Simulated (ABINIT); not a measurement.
```
! title: Quasiparticle gap of GaP (F-43m) in ABINIT
! method: RPA screening on PBE with spin-orbit coupling, plane waves, norm-conserving pseudopotentials (and 2 further levels or steps)
! program: ABINIT 10.8.3
! settings: cutoff 36 Ha, PseudoDojo fully relativistic 0.4 standard, norm-conserving, ngkpt (4, 4, 4), nband 72, ecuteps 3.6 Ha, shiftk (0, 0, 0), symchi 1, awtr 1, frequency ppm, 4×4×4 k-mesh
! cost: 5 runs, 2.4 min in all on 4 MPI ranks of Arm Neoverse V2, shared host
! notes: The program’s warnings: Neglecting <n,k|[Vnl,iqr]|m,k>. The cell and positions come from the Crystallography Open Database and are kept as given unless a step says otherwise. Limits: screening head approximate. The 4×4×4 mesh is coarse for this cell, which bears on the long-range parts of exchange and screening. The norm-conserving file of at least one element keeps a d shell over frozen s and p shells of the same row. Exchange with those shells is missing from the self-energy, an error of 0.3 to 0.9 eV in cases checked, whose sign depends on which edge lies on those atoms.
! PBE gap: 1.61 eV, indirect
! G0W0 gap on the mesh: 1.95 eV
! GW settings: 4×4×4 mesh, 72 bands, screening to 98 eV, Godby-Needs plasmon pole
! known limits: short of the basis limit; exchange with frozen shells missing; screening head approximate; coarse k mesh
CELL_PARAMETERS angstrom
0.00000 2.72525 2.72525
2.72525 0.00000 2.72525
2.72525 2.72525 0.00000
ATOMIC_POSITIONS crystal
Ga 0.00000 0.00000 0.00000
P 0.25000 0.25000 0.25000
```

[Long decimals in the printed logs are rounded to 6 places.]

[Logs are printed without paths, hosts, clocks, repeated set-up lines and the standing remarks that a program may print on its own settings, such as how far it seeks lower states.]

[Paths, hosts, dates, memory and timing lines, banners, echoed tables and standing remarks are left out of the program output; an Ansatz launch command may be rebuilt from the run's recorded settings. Measured values are a selection of at most five: reports struck by readers or far from the other reports are left out. None is set beside runs whose start may be inverted or whose files or cutoffs have a known fault.]

[Runs of the session that timed out or met a known fault of the program may be left out.]

[Hosts, paths, dates, database ids (printed as entryN), source tags and the programs' standing remarks are cut or masked in the printed files.]

[G0W0 gaps are taken among the corrected bands and points alone; a level outside them can change the order at an edge.]

[Where Ansatz stands beside ABINIT at settings called matched, ABINIT's density can come from a denser mesh and the files from another edition; pairs whose starting gaps differed by over 0.03 eV were left out, so agreement reads better than it is.]
